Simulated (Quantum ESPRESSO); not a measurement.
# Ruthenium (P6_3/mmc): from the cell to the phonon bands, part 3 of 4

How does Ruthenium (P6_3/mmc) vibrate, and is this structure a minimum?

Quantum ESPRESSO 7.5; DFT PBE, scalar-relativistic, plane waves, GBRV ultrasoft pseudopotentials.

So far, highest frequency (cm⁻¹): step 9 (interpolated phonon bands) 265. The relaxed cell has a = 2.719, c = 4.292 Å (conventional setting).

## Step 10: Sums over the zone

Sums over the zone need many more wavevectors than were solved, so the interpolation is sampled on a dense mesh.

The input, matdyn.in:

```
 &input
    asr='crystal',
    flfrc='x.fc',
    dos=.true.,
    fldos='x.dos',
    nk1=19,
    nk2=19,
    nk3=10,
    deltaE=0.3,
    la2F=.true.,
 /
```

Run with:

```bash
$ matdyn.x -in matdyn.in > matdyn.out
```

Numbers of over 12 decimals in the logs are rounded to 6 here.

What it wrote:

```text
[banner, memory and clock lines left out]
Program MATDYN v.7.5

 mass for atomic type   1 not given; uses mass from file x.fc
 Norm of the difference between old and new effective charges:    0.000000

 Norm of the difference between old and new force-constants:   5.40943e-06

     Message from routine matdyn:
     Z* not found in file x.fc, TO-LO splitting at q=0 will be absent!
 Norm of the difference between old and new effective charges:    0.000000

 Norm of the difference between old and new force-constants:   6.58721e-05

 Norm of the difference between old and new effective charges:    0.000000

 Norm of the difference between old and new force-constants:   6.65448e-05

 Norm of the difference between old and new effective charges:    0.000000

 Norm of the difference between old and new force-constants:   7.15082e-05

 Norm of the difference between old and new effective charges:    0.000000

 Norm of the difference between old and new force-constants:   9.84331e-05

 Norm of the difference between old and new effective charges:    0.000000

 Norm of the difference between old and new force-constants:   0.000163281

 Norm of the difference between old and new effective charges:    0.000000

 Norm of the difference between old and new force-constants:   0.000280185

 Norm of the difference between old and new effective charges:    0.000000

 Norm of the difference between old and new force-constants:   0.000443378

 Norm of the difference between old and new effective charges:    0.000000

 Norm of the difference between old and new force-constants:   0.000659761

 Norm of the difference between old and new effective charges:    0.000000

 Norm of the difference between old and new force-constants:   0.000959988

 Norm of the difference between old and new effective charges:    0.000000

 Norm of the difference between old and new force-constants:   0.00138223

Note: The following floating-point exceptions are signalling: IEEE_UNDERFLOW_FLAG
```

Elapsed: 44 s, on 1 thread of Arm Neoverse V1, shared host.

Read from the output:

| Item | Value |
| --- | --- |
| share of modes beyond 3i cm⁻¹ on the dense interpolated mesh | 0 |
| zero-point energy per atom | 35.98 meV |
| heat capacity at 300 K | 23.16 J/(mol atoms K) |
| vibrational entropy at 300 K | 28.43 J/(mol atoms K) |

The phonon density of states has structure finer than the step of the table below, so its rows give means over 5 cm⁻¹, whole bins alone (the curve runs from 0 to 264 cm⁻¹). Peaks (cm⁻¹: height): 171.0: 0.174, 213.0: 0.0584, 252.0: 0.0780.

Tetrahedra. The phonon density of states by wavenumber; means over each step:

| wavenumber (cm⁻¹) | phonon density of states (1/cm⁻¹/cell) |
| --- | --- |
| 5 | 4.5e-6 |
| 10 | 2.2e-5 |
| 15 | 4.8e-5 |
| 20 | 8.3e-5 |
| 25 | 1.3e-4 |
| 30 | 2.4e-4 |
| 35 | 4.1e-4 |
| 40 | 5.5e-4 |
| 45 | 7.0e-4 |
| 50 | 9.0e-4 |
| 55 | 0.00112 |
| 60 | 0.00138 |
| 65 | 0.00169 |
| 70 | 0.00200 |
| 75 | 0.00233 |
| 80 | 0.00276 |
| 85 | 0.00325 |
| 90 | 0.00375 |
| 95 | 0.00434 |
| 100 | 0.00504 |
| 105 | 0.00582 |
| 110 | 0.00672 |
| 115 | 0.00780 |
| 120 | 0.00903 |
| 125 | 0.0106 |
| 130 | 0.0125 |
| 135 | 0.0148 |
| 140 | 0.0176 |
| 145 | 0.0214 |
| 150 | 0.0268 |
| 155 | 0.0347 |
| 160 | 0.0437 |
| 165 | 0.0692 |
| 170 | 0.128 |
| 175 | 0.0432 |
| 180 | 0.0491 |
| 185 | 0.0388 |
| 190 | 0.0370 |
| 195 | 0.0372 |
| 200 | 0.0334 |
| 205 | 0.0483 |
| 210 | 0.0551 |
| 215 | 0.0490 |
| 220 | 0.0256 |
| 225 | 0.0206 |
| 230 | 0.0297 |
| 235 | 0.0361 |
| 240 | 0.0499 |
| 245 | 0.0581 |
| 250 | 0.0698 |
| 255 | 0.0545 |
| 260 | 0.0217 |

Harmonic thermodynamic functions per atom, summed over the density of states scaled to three modes an atom; melting is ignored. Thermodynamic functions:

| T (K) | F_vib (meV/atom) | S (J/mol-atom/K) | C_V (J/mol-atom/K) |
| --- | --- | --- | --- |
| 0 | 35.98 | 0 | 0 |
| 50 | 35.86 | 1.112 | 3.781 |
| 100 | 33.89 | 6.984 | 13.67 |
| 200 | 19.92 | 19.39 | 21.18 |
| 300 | -5.11 | 28.43 | 23.16 |
| 400 | -38.23 | 35.21 | 23.92 |
| 500 | -77.61 | 40.59 | 24.28 |
| 600 | -122 | 45.04 | 24.48 |
| 700 | -170.7 | 48.82 | 24.6 |
| 800 | -223.1 | 52.11 | 24.68 |
| 900 | -278.6 | 55.02 | 24.74 |
| 1000 | -337 | 57.63 | 24.77 |

At 300 K the heat capacity has reached 93 % of the Dulong-Petit value.

## Step 11: Modes with the sum rule

A rigid shift of the crystal must cost nothing, but grids and finite bases break this; the acoustic sum rule is imposed before the matrix is diagonalised again.

The input, dynmat.in:

```
 &input
    fildyn='x.dyn1',
    asr='crystal',
    fileig='dynmat.eig',
 /
```

Run with:

```bash
$ dynmat.x -in dynmat.in > dynmat.out
```

What it wrote:

```text
[banner, memory and clock lines left out]
Program DYNMAT v.7.5

     Reading Dynamical Matrix from file x.dyn1
     ...Force constants read
     ...epsilon and Z* not read (not found on file)
     Acoustic Sum Rule: || Z*(ASR) - Z*(orig)|| =    0.000000E+00
     Acoustic Sum Rule: ||dyn(ASR) - dyn(orig)||=    2.295025E-05
     A direction for q was not specified:TO-LO splitting will be absent

     Polarizability (A^3 units)
     multiply by 1.000000 for Clausius-Mossotti correction
         0.000000    0.000000    0.000000
         0.000000    0.000000    0.000000
         0.000000    0.000000    0.000000

     IR activities are in (D/A)^2/amu units

# mode   [cm-1]    [THz]      IR
    1     -0.00   -0.0000    0.0000
    2      0.00    0.0000    0.0000
    3      0.00    0.0000    0.0000
    4    192.34    5.7661    0.0000
    5    192.34    5.7661    0.0000
    6    258.11    7.7378    0.0000
```

Run time: 0.45 s. Hardware: 1 thread.

Unit eigenvectors of the mass-weighted matrix after the sum rule; no LO-TO term. Modes at Γ:

| mode | frequency (cm⁻¹) | symmetry |
| --- | --- | --- |
| 1 | 0.0 | acoustic |
| 2 | 0.0 | acoustic |
| 3 | 0.0 | acoustic |
| 4 | 192.3 | E2g |
| 5 | 192.3 | E2g |
| 6 | 258.1 | B1g |

Displacements in mode 5 (192.3 cm⁻¹), the largest set to 1:
```
Ru1 -0.31  1.00  0.00
Ru2  0.31 -1.00  0.00
```

Displacements in mode 6 (258.1 cm⁻¹), the largest set to 1:
```
Ru1  0.00  0.00  1.00
Ru2  0.00  0.00 -1.00
```

The rule moves no optical mode by more than 0.1 cm⁻¹.

## Step 12: A frozen mode

The atoms are moved along one mode, by 0.015 Å at most in any Cartesian component, and the restoring forces give its frequency without the response code: a check of the response kernel of this functional.

The input, frozen.in:

```
 &control
    calculation='scf',
    prefix='x',
    outdir='./tmp',
    pseudo_dir='./pseudo',
    tprnfor=.true.,
 /
 &system
    ibrav=4,
    celldm(1)=5.1379935,
    celldm(3)=1.57863252,
    nat=2,
    ntyp=1,
    ecutwfc=40.0,
    ecutrho=240.0,
    occupations='smearing',
    smearing='mv',
    degauss=0.02,
 /
 &electrons
    conv_thr=1.0d-11,
    mixing_beta=0.7,
    electron_maxstep=100,
 /
ATOMIC_SPECIES
 Ru    101.0700  Ru.upf
ATOMIC_POSITIONS crystal
 Ru     0.333333333   0.666666667   0.253494745
 Ru     0.666666667   0.333333333   0.746505255
K_POINTS automatic
 15 15 8 0 0 0
```

Run with:

```bash
$ OMP_NUM_THREADS=1 mpirun -n 8 pw.x -nk 8 -in frozen.in > frozen.out
```

What it wrote:

```text
[banner, memory and clock lines left out]
Program PWSCF v.7.5

     G-vector sticks info

     bravais-lattice index     =            4
     lattice parameter (alat)  =       5.1380  a.u.
     unit-cell volume          =     185.4353 (a.u.)^3
     number of atoms/cell      =            2
     number of atomic types    =            1
     number of electrons       =        32.00
     number of Kohn-Sham states=           20
     kinetic-energy cutoff     =      40.0000  Ry
     charge density cutoff     =     240.0000  Ry
     scf convergence threshold =      1.0E-11
     mixing beta               =       0.7000
     number of iterations used =            8  plain     mixing
     Exchange-correlation= SLA  PW   PBE  PBE
                           (   1   4   3   4   0   0   0)

     celldm(1)=   5.137994  celldm(2)=   0.000000  celldm(3)=   1.578633
     celldm(4)=   0.000000  celldm(5)=   0.000000  celldm(6)=   0.000000

     crystal axes: (cart. coord. in units of alat)
               a(1) = (   1.000000   0.000000   0.000000 )
               a(2) = (  -0.500000   0.866025   0.000000 )
               a(3) = (   0.000000   0.000000   1.578633 )

     reciprocal axes: (cart. coord. in units 2 pi/alat)
               b(1) = (  1.000000  0.577350 -0.000000 )
               b(2) = (  0.000000  1.154701  0.000000 )
               b(3) = (  0.000000 -0.000000  0.633460 )

     PseudoPot. # 1 for Ru read from file:
     ./pseudo/Ru.upf
     Pseudo is Ultrasoft + core correction, Zval = 16.0
     Using radial grid of  967 points,  6 beta functions with:
                l(1) =   0
                l(2) =   0
                l(3) =   1
                l(4) =   1
                l(5) =   2
                l(6) =   2
     Q(r) pseudized with  8 coefficients,  rinner =    1.300   1.300   1.300
                                                       1.300   1.300

     atomic species   valence    mass     pseudopotential
     Ru               16.00   101.07000     Ru( 1.00)

     12 Sym. Ops., with inversion, found

   Cartesian axes

     site n.     atom                  positions (alat units)
         1        Ru     tau(   1) = (  -0.0000000   0.5773503   0.4001750  )
         2        Ru     tau(   2) = (   0.5000000   0.2886751   1.1784575  )

     number of k points=   192  Marzari-Vanderbilt smearing, width (Ry)=  0.0200

     Number of k-points >= 100: set verbosity='high' to print them.

     Dense  grid:    11655 G-vectors     FFT dimensions: (  25,  25,  40)

     Smooth grid:     6351 G-vectors     FFT dimensions: (  24,  24,  36)

     Initial potential from superposition of free atoms

     starting charge      30.0000, renormalised to      32.0000

     negative rho (up, down):  1.574E-01 0.000E+00
     Starting wfcs are   26 randomized atomic wfcs

     per-process dynamical memory:    18.3 Mb

     Self-consistent Calculation

     iteration #  1     ecut=    40.00 Ry     beta= 0.70
     Davidson diagonalization with overlap
     ethr =  1.00E-02,  avg # of iterations =  2.0

     negative rho (up, down):  1.540E-01 0.000E+00

     total energy              =    -387.65635750 Ry
     estimated scf accuracy    <       2.41499052 Ry

     iteration #  2     ecut=    40.00 Ry     beta= 0.70
     Davidson diagonalization with overlap
     ethr =  7.55E-03,  avg # of iterations =  2.0

     negative rho (up, down):  1.555E-01 0.000E+00

     total energy              =    -388.35835359 Ry
     estimated scf accuracy    <       0.73693577 Ry

     iteration #  3     ecut=    40.00 Ry     beta= 0.70
     Davidson diagonalization with overlap
     ethr =  2.30E-03,  avg # of iterations =  2.0

     negative rho (up, down):  1.548E-01 0.000E+00

     total energy              =    -388.51694847 Ry
     estimated scf accuracy    <       0.00137010 Ry

     iteration #  4     ecut=    40.00 Ry     beta= 0.70
     Davidson diagonalization with overlap
     ethr =  4.28E-06,  avg # of iterations =  2.8

     negative rho (up, down):  1.545E-01 0.000E+00

     total energy              =    -388.51728513 Ry
     estimated scf accuracy    <       0.00048153 Ry

     iteration #  5     ecut=    40.00 Ry     beta= 0.70
     Davidson diagonalization with overlap
     ethr =  1.50E-06,  avg # of iterations =  2.0

     negative rho (up, down):  1.545E-01 0.000E+00

     total energy              =    -388.51738269 Ry
     estimated scf accuracy    <       0.00000193 Ry

     iteration #  6     ecut=    40.00 Ry     beta= 0.70
     Davidson diagonalization with overlap
     ethr =  6.02E-09,  avg # of iterations =  4.0

     negative rho (up, down):  1.545E-01 0.000E+00

     total energy              =    -388.51738388 Ry
     estimated scf accuracy    <       0.00000041 Ry

     iteration #  7     ecut=    40.00 Ry     beta= 0.70
     Davidson diagonalization with overlap
     ethr =  1.27E-09,  avg # of iterations =  2.0

     negative rho (up, down):  1.545E-01 0.000E+00

     total energy              =    -388.51738399 Ry
     estimated scf accuracy    <       0.00000009 Ry

     iteration #  8     ecut=    40.00 Ry     beta= 0.70
     Davidson diagonalization with overlap
     ethr =  2.71E-10,  avg # of iterations =  2.0

     negative rho (up, down):  1.545E-01 0.000E+00

     total energy              =    -388.51738400 Ry
     estimated scf accuracy    <          4.0E-09 Ry

     iteration #  9     ecut=    40.00 Ry     beta= 0.70
     Davidson diagonalization with overlap
     ethr =  1.25E-11,  avg # of iterations =  2.1

     negative rho (up, down):  1.545E-01 0.000E+00

     total energy              =    -388.51738400 Ry
     estimated scf accuracy    <          4.7E-10 Ry

     iteration # 10     ecut=    40.00 Ry     beta= 0.70
     Davidson diagonalization with overlap
     ethr =  1.47E-12,  avg # of iterations =  2.0

     negative rho (up, down):  1.545E-01 0.000E+00

     total energy              =    -388.51738400 Ry
     estimated scf accuracy    <          4.9E-11 Ry

     iteration # 11     ecut=    40.00 Ry     beta= 0.70
     Davidson diagonalization with overlap
     ethr =  1.53E-13,  avg # of iterations =  2.1

     negative rho (up, down):  1.545E-01 0.000E+00

     End of self-consistent calculation

     Number of k-points >= 100: set verbosity='high' to print the bands.

     the Fermi energy is    23.4237 ev

!    total energy              =    -388.51738400 Ry
     estimated scf accuracy    <          2.8E-13 Ry
     smearing contrib. (-TS)   =       0.00009786 Ry
     internal energy E=F+TS    =    -388.51748186 Ry

     The total energy is F=E-TS. E is the sum of the following terms:
     one-electron contribution =     -67.00621249 Ry
     hartree contribution      =      56.97622103 Ry
     xc contribution           =     -51.87586522 Ry
     ewald contribution        =    -326.61162519 Ry

     convergence has been achieved in  11 iterations

     negative rho (up, down):  1.545E-01 0.000E+00

     Forces acting on atoms (cartesian axes, Ry/au):

     atom    1 type  1   force =    -0.00000000   -0.00000000   -0.01446273
     atom    2 type  1   force =     0.00000000    0.00000000    0.01446273

     Total force =     0.020453     Total SCF correction =     0.000007

     XML data file, charge density, pseudopotentials, collected wavefunctions
```

Elapsed: 8.3 s, on 8 MPI ranks; 66 s of CPU time.

Numbers from this step:

```
frequency from the forces      : 258.3 cm⁻¹
frequency from linear response : 258.1 cm⁻¹
```

The forces give 258.3 cm⁻¹ against 258.1 cm⁻¹ from linear response after the sum rule.

[end of part 3 of 4]

[Host names and launcher messages were left out of these logs when they were recorded.]

[Logs are printed without paths, hosts, clocks, repeated set-up lines and the standing remarks that a program may print on its own settings, such as how far it seeks lower states.]

[Hosts, paths, dates, database ids (printed as entryN), source tags and the programs' standing remarks are cut or masked in the printed files.]
